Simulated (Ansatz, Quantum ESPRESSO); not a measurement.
**Re [001], hcp: uniaxial strain and lateral response**

The c axis is held at a set length while the cell relaxes sideways. How do the lateral strain and the stress follow? The strained cell has c along the load; unstrained it is a = 2.7502 Å, b = 2.7502 Å, c = 4.4425 Å, α = 90.00°, β = 90.00°, γ = 120.00°, with 2 atoms.

Calculated with Quantum ESPRESSO 7.5, PBEsol, GBRV 1.5 ultrasoft potentials, cutoff 680 eV, Fermi–Dirac smearing 0.05 eV, k-mesh 18×18×10, no spin polarisation, no spin-orbit coupling.

Relaxed positions at 0 %:

```csv
atom,x,y,z
Re,0.3333,0.6667,0.7500
Re,0.6667,0.3333,0.2500
```

```csv
ε_c (%),a (Å),c (Å),ε_a (%),"σ (GPa, tension positive)"
−3,2.7743,4.3093,0.876,−17.92
−1,2.7575,4.3981,0.265,−5.96
0,2.7502,4.4425,0.000,−0.02
1,2.7436,4.4870,−0.238,5.88
2,2.7377,4.5314,−0.456,11.68
3,2.7323,4.5758,−0.651,17.38
```

**Question.** Fit both responses and give the free strain and the stress at −2 %, a row left out above.

Least squares with y = y0 + y1 ε + y2 ε² (ε in %) gives ε_a = 0.001 + (−0.2541) ε + (0.0124) ε² and σ = −0.01 + (5.889) ε + (−0.028) ε² GPa. The linear terms put the ratio of free to applied strain at −0.254 and the Young modulus at 589 GPa.

At −2 % the free strain comes out as 0.559 %. The run itself gives 0.556 %, so the estimate misses by 0.003 %; the fitted rows themselves lie up to 0.003 % off the law.

The stress comes out as −11.90 GPa. The run itself gives −11.94 GPa, so the estimate misses by 0.04 GPa; the fitted rows themselves lie up to 0.03 GPa off the law.

The negative ε² term means that the crystal stiffens in compression and softens in tension.

The same fit over all rows at other levels or in other programs gives the strain ratio = −0.254 with PBEsol (Ansatz).

[Logs are printed without paths, hosts, clocks, repeated set-up lines and the standing remarks that a program may print on its own settings, such as how far it seeks lower states.]
